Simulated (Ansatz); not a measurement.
# The perfect armchair germanene nanoribbon (N = 5, H edges), part 3 of 4

What gap, if any, does the armchair germanene nanoribbon (N = 5, H edges) have, and how does it change with the functional and under strain?

Ansatz 0.2.0; DFT PBE, plane waves, PAW; relaxation of a wire's period (the session's first sound run).

So far, band gap (eV): step 3 (bands of the perfect wire, PBE) 0.0503; step 4 (another level of theory, level LDA, cutoff 420 eV, LDA PBE) 0.0511; step 5 (levels at the same atoms, level PBEsol, cutoff 420 eV, PBEsol PBE) 0.0506; step 6 (another level of theory, level r2SCAN, cutoff 500 eV, r2SCAN PBE) 0.0514.

## (8) With spin-orbit coupling

This step: DFT PBE, plane waves, fully relativistic PAW; bands of a perfect wire with spin-orbit coupling (Ansatz 0.2.0).

Spin-orbit coupling mixes the spins and splits bands that cross or touch without it, so it can open or close channels. Fully relativistic datasets take the place of the scalar ones. Against the first PBE run of this kind, the mesh along the wire has 8 points against 12.

input.yaml reads:

```yaml
crystal:
  lattice:
    - [17.791, 0.0, 0.0]
    - [0.0, 7.67, 0.0]
    - [0.0, 0.0, 7.0026476024]
  atoms:
    - { symbol: Ge, position: [0.276964066, 0.544920628, 0.005164254] }
    - { symbol: Ge, position: [0.5, 0.541763621, 0.999211871] }
    - { symbol: Ge, position: [0.723035934, 0.544920628, 0.005164254] }
    - { symbol: Ge, position: [0.276964066, 0.455079372, 0.32816908] }
    - { symbol: Ge, position: [0.5, 0.458236379, 0.334121463] }
    - { symbol: Ge, position: [0.723035934, 0.455079372, 0.32816908] }
    - { symbol: H, position: [0.202950491, 0.505234357, 0.435223558] }
    - { symbol: H, position: [0.797049509, 0.505234357, 0.435223558] }
    - { symbol: Ge, position: [0.386845821, 0.546813693, 0.500650422] }
    - { symbol: Ge, position: [0.613154179, 0.546813693, 0.500650422] }
    - { symbol: Ge, position: [0.386845821, 0.453186307, 0.832682911] }
    - { symbol: Ge, position: [0.613154179, 0.453186307, 0.832682911] }
    - { symbol: H, position: [0.202950491, 0.494765643, 0.898109775] }
    - { symbol: H, position: [0.797049509, 0.494765643, 0.898109775] }
kpoints:
  mp_grid: { grid: [1, 1, 8] }
  band_path: { path: ["Γ", Z], npoints: 50 }
scf:
  occupations: { method: fermi_dirac, width: 0.05 }
hamiltonian:
  xc: pbe
  pseudopotentials: { kind: paw_fr }
magnetization:
  noncollinear: true
  spin_orbit: true
```

Run with:

```console
ansatz run input.yaml --threads 8 --pin off --max-ram 16384MiB --backend cpu --events-out ev --progress --plain --runs-dir out
```

Numbers of over 12 decimals in the logs are rounded to 6 here.

Output:

```text
[...]
non-collinear run that drives no moment, with spin-orbit: no starting moment large enough to seed its density (crystal.atoms[].spin), no starting occupations that ask for one, no magnetisation constraint and no magnetic field, so the semilocal B_xc is pinned to zero
Crystal: 14 atoms, lattice volume = 955.560 Å³
Basis set: ecut = 420 eV, 18681 PW (Γ)
Bands: 174, of which v1, the nominal top of the filled ones, is band 144 counted from 1 (143 counted from 0)
Symmetry: 4 space group operations + 4 with time reversal
[...]
k-points: 5 of 8
Projection manifold: j_resolved (fully-relativistic pseudo-atomic orbitals)
[...]
SCF iter   1: F=—  HF=-43009.396683 eV  |F-HF|=—  |Δ(HF+E_count)|=         —  Δρ=2.37e-2  dr2=5.46e0  dr2_m=0.00e0 (ungated)  ethr=3.10e-3  |M|=0.00e0 ∫|m|=0.00e0 μB  |m|>n=0.0e0 m-floor=0.0e0 τ_xc=0.0e0  β_m=1.00  ⟨swp⟩=6.8  Hψ=1972  notcnv=0  defer=32
[...]
spin=Noncollinear: LDOS preconditioning applied to the charge; magnetization (m_x, m_y, m_z) channels mix plain (no charge-response kernel on spin).
SCF iter   2: F=—  HF=-43007.885822 eV  |F-HF|=—  |Δ(HF+E_count)|=    1.51e0  Δρ=7.96e-3  dr2=7.72e-1  dr2_m=0.00e0 (ungated)  ethr=3.10e-3  |M|=0.00e0 ∫|m|=0.00e0 μB  |m|>n=0.0e0 m-floor=0.0e0 τ_xc=0.0e0  β_m=0.90  ⟨swp⟩=3.2  Hψ=678  notcnv=0  defer=86
[...]
SCF iter   9: F=-43007.674178 eV  HF=-43007.674177 eV  |F-HF|=4.22e-8  |Δ(HF+E_count)|=   1.08e-6  Δρ=1.86e-6  dr2=3.22e-8  dr2_m=0.00e0 (ungated)  ethr=6.94e-11  |M|=0.00e0 ∫|m|=0.00e0 μB  |m|>n=0.0e0 m-floor=0.0e0 τ_xc=0.0e0  ⟨swp⟩=15.2  Hψ=1910  notcnv=0
SCF 1 converged in 9 iterations: F = -43007.674178 eV  dr2 = 3.22e-8
[...]
SCF converged after 9 iterations
Magnetization: |M| = 0.0000 μB,  M = (+0.0000, +0.0000, +0.0000) μB
Absolute magnetization: 0.0000 μB (∫|m|)
  site 0: m = (+0.0000, +0.0000, +0.0000) μB, |m| = 0.0000 μB  (R = 0.64 Å)
  site 1: m = (+0.0000, +0.0000, +0.0000) μB, |m| = 0.0000 μB  (R = 1.00 Å)
  site 2: m = (+0.0000, +0.0000, +0.0000) μB, |m| = 0.0000 μB  (R = 0.64 Å)
  site 3: m = (+0.0000, +0.0000, +0.0000) μB, |m| = 0.0000 μB  (R = 0.64 Å)
  site 4: m = (+0.0000, +0.0000, +0.0000) μB, |m| = 0.0000 μB  (R = 1.00 Å)
  site 5: m = (+0.0000, +0.0000, +0.0000) μB, |m| = 0.0000 μB  (R = 0.64 Å)
  site 6: m = (+0.0000, +0.0000, +0.0000) μB, |m| = 0.0000 μB  (R = 0.64 Å)
  site 7: m = (+0.0000, +0.0000, +0.0000) μB, |m| = 0.0000 μB  (R = 0.64 Å)
  site 8: m = (+0.0000, +0.0000, +0.0000) μB, |m| = 0.0000 μB  (R = 0.99 Å)
  site 9: m = (+0.0000, +0.0000, +0.0000) μB, |m| = 0.0000 μB  (R = 0.99 Å)
  site 10: m = (+0.0000, +0.0000, +0.0000) μB, |m| = 0.0000 μB  (R = 0.99 Å)
  site 11: m = (+0.0000, +0.0000, +0.0000) μB, |m| = 0.0000 μB  (R = 0.99 Å)
  site 12: m = (+0.0000, +0.0000, +0.0000) μB, |m| = 0.0000 μB  (R = 0.64 Å)
  site 13: m = (+0.0000, +0.0000, +0.0000) μB, |m| = 0.0000 μB  (R = 0.64 Å)
Free energy (F): -43007.674178 eV
[...]
Internal energy: -43007.657428 eV  (E = F + TS)
E sigma→0 (E₀):  -43007.665803 eV
Entropy (-TS):   -0.016749 eV (-1.196 meV/atom)
Fermi energy:    -1.352187 eV
[...]
--- Band table (eV; the first three rows and the last of 5) ---
  k-point 0: bands = [... 140 lower, -2.1301, -2.1301, -1.3770, -1.3770, -1.3273, -1.3273, -0.7849, -0.7849, ... 26 higher]
  k-point 1: bands = [... 140 lower, -2.2928, -2.2928, -1.7513, -1.7513, -0.9621, -0.9621, -0.5856, -0.5856, ... 26 higher]
  k-point 2: bands = [... 140 lower, -2.3409, -2.3409, -2.1389, -2.1389, -0.5986, -0.5986, -0.3801, -0.3801, ... 26 higher]
  k-point 4: bands = [... 140 lower, -2.8042, -2.8042, -2.4208, -2.4208, -0.5026, -0.5026, -0.0456, -0.0456, ... 26 higher]
```

Run time: 8.7 min. Hardware: 8 threads of Arm Neoverse V1, shared host; peak memory 14 GiB; 69 min of CPU time.

This step gave:

* energy at zero smearing: -43007.6658 eV
* band gap: 0.04968 eV

Electronic bands along the path, in eV, zero at the Fermi level; v1 is the highest filled band, c1 the lowest empty one:

```csv
point,v4,v3,v2,v1,c1,c2,c3,c4
Γ,-0.78,-0.78,-0.02,-0.02,0.02,0.02,0.57,0.57
halfway,-0.99,-0.99,-0.79,-0.79,0.75,0.75,0.97,0.97
Z,-1.45,-1.45,-1.07,-1.07,0.85,0.85,1.31,1.31
```

The gap is 0.0497 eV, against 0.0503 eV under PBE at the relaxed period, with no moment.

## (9) Strain along the wire, period over the relaxed period 1.1, k-mesh 1×1×8

This step: DFT PBE, plane waves, PAW; relaxation at a fixed period (Ansatz 0.2.0).

The period is set to 1.1 times the relaxed one and the atoms relax within it: strain changes bond lengths and angles, which shifts the bands against each other. Against the first PBE run of this kind, the mesh along the wire has 8 points against 12.

The cell differs from the one that the last finished run ended in (c 7.003 → 7.703 Å).

input.yaml: that of step 8 with these lines changed.

```diff
@@ -4,3 +4,3 @@
     - [0.0, 7.67, 0.0]
-    - [0.0, 0.0, 7.0026476024]
+    - [0.0, 0.0, 7.7029123626]
   atoms:
@@ -27,5 +27,6 @@
   xc: pbe
-  pseudopotentials: { kind: paw_fr }
-magnetization:
-  noncollinear: true
-  spin_orbit: true
+relax:
+  max_steps: 40
+  f_tol: 0.02
+output:
+  stress: true
```

Output:

```text
Warning: output.stress: scf.convergence.dr2_threshold = 1e-7 eV (the SCF's general default) is looser than the 1.4e-9 eV advised for a printed stress (1e-10 eV for each atom of the cell: 14). What an SCF threshold leaves in a stress goes as its square root, and in the free energy as the threshold itself, and one threshold admits the most on a small cell: [figures from the program's tests cut] Every solve of this run  [...]
[...]
Crystal: 14 atoms, lattice volume = 1051.116 Å³
Basis set: ecut = 420 eV, 20559 PW (Γ), exchange–correlation on 240×108×108 points (8 copies of the dense FFT grid, shifted against one another)
Bands: 87, of which v1, the nominal top of the filled ones, is band 72 counted from 1 (71 counted from 0)
Symmetry: 4 space group operations
[...]
k-points: 5 of 8
[...]
SCF iter   1: F=—  HF=-43005.680531 eV  |F-HF|=—  |Δ(HF+E_count)|=         —  Δρ=1.40e-3  dr2=7.99e-2  ethr=1.77e-3  ⟨swp⟩=6.2  Hψ=1610  notcnv=0  defer=7
[...]
SCF iter   6: F=-43005.682906 eV  HF=-43005.682911 eV  |F-HF|=4.84e-6  |Δ(HF+E_count)|=   1.52e-5  Δρ=1.63e-5  dr2=8.44e-6  ethr=6.94e-9  ⟨swp⟩=5.0  Hψ=1572  notcnv=0
SCF 1 converged in 6 iterations: F = -43005.682906 eV  dr2 = 8.44e-6
[...]
relax step   1: F+E_penalty+E_count = -43005.68290576 eV  Δ(F+E_penalty+E_count) = +0.000e0 eV  max|allowed force component| = 3.644e-1 eV/Å  Δτ_max = 0.0000 Å  (6 SCF iters, dr2 threshold 1.00e-5 eV, accepted)
[...]
SCF iter   7: F=-43005.985762 eV  HF=-43005.985762 eV  |F-HF|=3.92e-7  |Δ(HF+E_count)|=   5.51e-7  Δρ=8.48e-6  dr2=1.62e-6  ethr=5.76e-9  ⟨swp⟩=4.0  Hψ=1262  notcnv=0
SCF 2 converged in 7 iterations: F = -43005.985762 eV  dr2 = 1.62e-6
[...]
relax step   2: F+E_penalty+E_count = -43005.98576187 eV  Δ(F+E_penalty+E_count) = -3.029e-1 eV  max|allowed force component| = 2.352e-1 eV/Å  Δτ_max = 0.1949 Å  (7 SCF iters, dr2 threshold 8.30e-6 eV, accepted)
SCF iter   1: F=—  HF=-43006.084467 eV  |F-HF|=—  |Δ(HF+E_count)|=         —  Δρ=4.44e-3  dr2=1.58e-1  ethr=1.38e-3  ⟨swp⟩=4.2  Hψ=831  notcnv=0  defer=28
[...]
SCF iter   7: F=-43006.052821 eV  HF=-43006.052821 eV  |F-HF|=1.41e-7  |Δ(HF+E_count)|=   1.19e-6  Δρ=4.52e-6  dr2=1.57e-7  ethr=2.40e-9  ⟨swp⟩=4.0  Hψ=1376  notcnv=0
SCF 3 converged in 7 iterations: F = -43006.052821 eV  dr2 = 1.57e-7
relax step   3: F+E_penalty+E_count = -43006.05282102 eV  Δ(F+E_penalty+E_count) = -6.706e-2 eV  max|allowed force component| = 1.331e-1 eV/Å  Δτ_max = 0.1752 Å  (7 SCF iters, dr2 threshold 3.46e-6 eV, accepted)
[...]
relax step   4: F+E_penalty+E_count = -43006.06414555 eV  Δ(F+E_penalty+E_count) = -1.132e-2 eV  max|allowed force component| = 4.580e-2 eV/Å  Δτ_max = 0.0441 Å  (6 SCF iters, dr2 threshold 5.68e-6 eV, accepted)
[...]
relax step   5: F+E_penalty+E_count = -43006.06637847 eV  Δ(F+E_penalty+E_count) = -2.233e-3 eV  max|allowed force component| = 2.521e-2 eV/Å  Δτ_max = 0.0121 Å  (6 SCF iters, accepted)
SCF iter   1: F=—  HF=-43006.067441 eV  |F-HF|=—  |Δ(HF+E_count)|=         —  Δρ=4.45e-4  dr2=1.35e-3  ethr=1.01e-5  ⟨swp⟩=2.2  Hψ=704  notcnv=0  defer=27
[...]
SCF iter   6: F=-43006.067129 eV  HF=-43006.067129 eV  |F-HF|=1.56e-8  |Δ(HF+E_count)|=   3.14e-7  Δρ=1.74e-6  dr2=7.13e-8  ethr=6.94e-11  ⟨swp⟩=3.0  Hψ=1783  notcnv=0
SCF 6 converged in 6 iterations: F = -43006.067129 eV  dr2 = 7.13e-8
relax step   6: F+E_penalty+E_count = -43006.06712936 eV  Δ(F+E_penalty+E_count) = -7.509e-4 eV  max|allowed force component| = 8.494e-3 eV/Å  Δτ_max = 0.0121 Å  (6 SCF iters, accepted)
[...]
the band table was solved once a step of the walk had ended and its energy, with any forces and stress, was formed, with the checks that follow a solve (2216 applications of the Hamiltonian). They found nothing against the state; the energy, forces and stress were not computed again (output.eigenvalues in the input reference)
[...]
SCF converged after 6 iterations
Free energy (F): -43006.067129 eV
[...]
Internal energy: -43006.054499 eV  (E = F + TS)
E sigma→0 (E₀):  -43006.060814 eV
Entropy (-TS):   -0.012630 eV (-0.902 meV/atom)
Fermi energy:    -1.666462 eV
[...]
--- Forces (eV/Å), atoms counted from 1 ---
  atom   1  Ge     0.00078655    -0.00412140     0.00264910
  atom   2  Ge     0.00000000     0.00849374    -0.00053528
  atom   3  Ge    -0.00078655    -0.00412140     0.00264910
  atom   4  Ge     0.00078655     0.00412140    -0.00264910
  atom   5  Ge     0.00000000    -0.00849374     0.00053528
  atom   6  Ge    -0.00078655     0.00412140    -0.00264910
  atom   7  H     -0.00702397    -0.00070960    -0.00654289
  atom   8  H      0.00702397    -0.00070960    -0.00654289
  atom   9  Ge     0.00369034     0.00691856    -0.00420881
  atom  10  Ge    -0.00369034     0.00691856    -0.00420881
  atom  11  Ge     0.00369034    -0.00691856     0.00420881
  atom  12  Ge    -0.00369034    -0.00691856     0.00420881
  atom  13  H     -0.00702397     0.00070960     0.00654289
  atom  14  H      0.00702397     0.00070960     0.00654289
  max |Σ_I F_I| component: 1.73e-18 eV/Å
--- Stress (GPa, compression-positive) ---
        0.017158       0.000000       0.000000
        0.000000       0.232738      -0.001308
        0.000000      -0.001308      -1.935094
  P = ⅓ Tr σ = -0.5617 GPa (-5.617 kbar)
--- Band table (eV; the first three rows and the last of 5) ---
  k-point 0: bands = [... 68 lower, -2.8481, -2.5612, -2.4437, -1.7367, -1.5962, -1.2419, -1.0917, -0.5614, ... 11 higher]
  k-point 1: bands = [... 68 lower, -2.8496, -2.6957, -2.4481, -2.0497, -1.2769, -1.0340, -0.8678, -0.5620, ... 11 higher]
  k-point 2: bands = [... 68 lower, -2.9667, -2.8992, -2.4804, -2.4008, -0.9106, -0.6945, -0.6406, -0.2695, ... 11 higher]
  k-point 4: bands = [... 68 lower, -3.3025, -2.9829, -2.9659, -2.5800, -0.7019, -0.3842, -0.3495, -0.2729, ... 11 higher]
--- Relaxed structure (6 steps of the walk, 6 accepted, 0 SCFs on fresh bases) ---
  F+E_penalty+E_count = -43006.06712936 eV   max|allowed force component| = 8.494e-3 eV/Å
  atoms:
    - { symbol: Ge, position: [0.286732, 0.542837, 0.015793] }
    - { symbol: Ge, position: [0.5, 0.542712, 1.002438] }
    - { symbol: Ge, position: [0.713268, 0.542837, 0.015793] }
    - { symbol: Ge, position: [0.286732, 0.457163, 0.317540] }
    - { symbol: Ge, position: [0.5, 0.457288, 0.330896] }
    - { symbol: Ge, position: [0.713268, 0.457163, 0.317540] }
    - { symbol: H, position: [0.207158, 0.504853, 0.390548] }
    - { symbol: H, position: [0.792842, 0.504853, 0.390548] }
    - { symbol: Ge, position: [0.389462, 0.545847, 0.504577] }
    - { symbol: Ge, position: [0.610538, 0.545847, 0.504577] }
    - { symbol: Ge, position: [0.389462, 0.454153, 0.828756] }
    - { symbol: Ge, position: [0.610538, 0.454153, 0.828756] }
    - { symbol: H, position: [0.207158, 0.495147, 0.942785] }
    - { symbol: H, position: [0.792842, 0.495147, 0.942785] }
```

The job ended after 40 s (8 threads; peak memory 4.8 GiB; 5 min of CPU time).

Step by step:

```csv
step,energy less that of the first step (eV),largest force component (eV/Å)
1,0.0000,0.3644
2,-0.3029,0.2352
3,-0.3699,0.1331
4,-0.3812,0.0458
5,-0.3835,0.0252
6,-0.3842,0.0085
```

The run keeps the 4 symmetry operations that it works with, so distortions that break them were not tested.

The atoms that moved most (Å):

| atom | dx | dy | dz | length |
| --- | --- | --- | --- | --- |
| H13 | 0.075 | 0.003 | 0.344 | 0.352 |
| H14 | -0.075 | 0.003 | 0.344 | 0.352 |
| H7 | 0.075 | -0.003 | -0.344 | 0.352 |
| H8 | -0.075 | -0.003 | -0.344 | 0.352 |
| Ge6 | -0.174 | 0.016 | -0.082 | 0.193 |
| Ge4 | 0.174 | 0.016 | -0.082 | 0.193 |
| Ge3 | -0.174 | -0.016 | 0.082 | 0.193 |
| Ge1 | 0.174 | -0.016 | 0.082 | 0.193 |

Final coordinates:

```xyz
14
Lattice="17.7910 0.0000 0.0000 0.0000 7.6700 0.0000 0.0000 0.0000 7.7029" Properties=species:S:1:pos:R:3
Ge    5.1012    4.1636    0.1217
Ge    8.8955    4.1626    7.7217
Ge   12.6898    4.1636    0.1217
Ge    5.1012    3.5064    2.4460
Ge    8.8955    3.5074    2.5489
Ge   12.6898    3.5064    2.4460
H     3.6855    3.8722    3.0084
H    14.1055    3.8722    3.0084
Ge    6.9289    4.1866    3.8867
Ge   10.8621    4.1866    3.8867
Ge    6.9289    3.4834    6.3838
Ge   10.8621    3.4834    6.3838
H     3.6855    3.7978    7.2622
H    14.1055    3.7978    7.2622
```

This step gave:

```yaml
energy_at_zero_smearing: -43006.0608 eV
band_gap: 0.1404 eV
```

Electronic bands along the path, in eV, zero at the Fermi level:

```
  point  band 69  band 70  band 71  band 72  band 73  band 74  band 75  band 76
      Γ    -1.18    -0.89    -0.78    -0.07     0.07     0.42     0.57     1.10
halfway    -1.30    -1.23    -0.81    -0.73     0.76     0.97     1.03     1.40
      Z    -1.64    -1.32    -1.30    -0.91     0.96     1.28     1.32     1.39
```

The gap is 0.140 eV, against 0.0503 eV under PBE at the relaxed period.

## (10) Strain along the wire, period over the relaxed period 0.94, k-mesh 1×1×10

The period is set to 0.94 times the relaxed one and the atoms relax within it: strain changes bond lengths and angles, which shifts the bands against each other. Against the first PBE run of this kind, the mesh along the wire has 10 points against 12.

The cell differs from the one that the last finished run ended in (c 7.703 → 6.582 Å).

input.yaml: that of step 9 with these lines changed.

```diff
@@ -4,3 +4,3 @@
     - [0.0, 7.67, 0.0]
-    - [0.0, 0.0, 7.7029123626]
+    - [0.0, 0.0, 6.5824887462]
   atoms:
@@ -21,3 +21,3 @@
 kpoints:
-  mp_grid: { grid: [1, 1, 8] }
+  mp_grid: { grid: [1, 1, 10] }
   band_path: { path: ["Γ", Z], npoints: 50 }
```

Output:

```text
[...]
Crystal: 14 atoms, lattice volume = 898.226 Å³
Basis set: ecut = 420 eV, 17499 PW (Γ), exchange–correlation on 240×108×90 points (8 copies of the dense FFT grid, shifted against one another)
Bands: 87, of which v1, the nominal top of the filled ones, is band 72 counted from 1 (71 counted from 0)
Symmetry: 4 space group operations
[...]
- { symbol: H, position: [0.199807, 0.506772, 0.466579] }
    - { symbol: H, position: [0.800193, 0.506772, 0.466579] }
    - { symbol: Ge, position: [0.383995, 0.548590, 0.495219] }
    - { symbol: Ge, position: [0.616005, 0.548590, 0.495219] }
    - { symbol: Ge, position: [0.383995, 0.451410, 0.838114] }
    - { symbol: Ge, position: [0.616005, 0.451410, 0.838114] }
    - { symbol: H, position: [0.199807, 0.493228, 0.866754] }
    - { symbol: H, position: [0.800193, 0.493228, 0.866754] }
[key lines of the parts left out:]
SCF converged after 6 iterations
Free energy (F): -43006.409263 eV
Fermi energy:    -1.121908 eV
P = ⅓ Tr σ = 0.5872 GPa (5.872 kbar)
```

Elapsed: 36 s, on 8 threads; peak memory 4 GiB; 4.6 min of CPU time.

[end of part 3 of 4]

[Logs are printed without paths, hosts, clocks, repeated set-up lines and the standing remarks that a program may print on its own settings, such as how far it seeks lower states.]

[Hosts, paths, dates, database ids (printed as entryN), source tags and the programs' standing remarks are cut or masked in the printed files.]
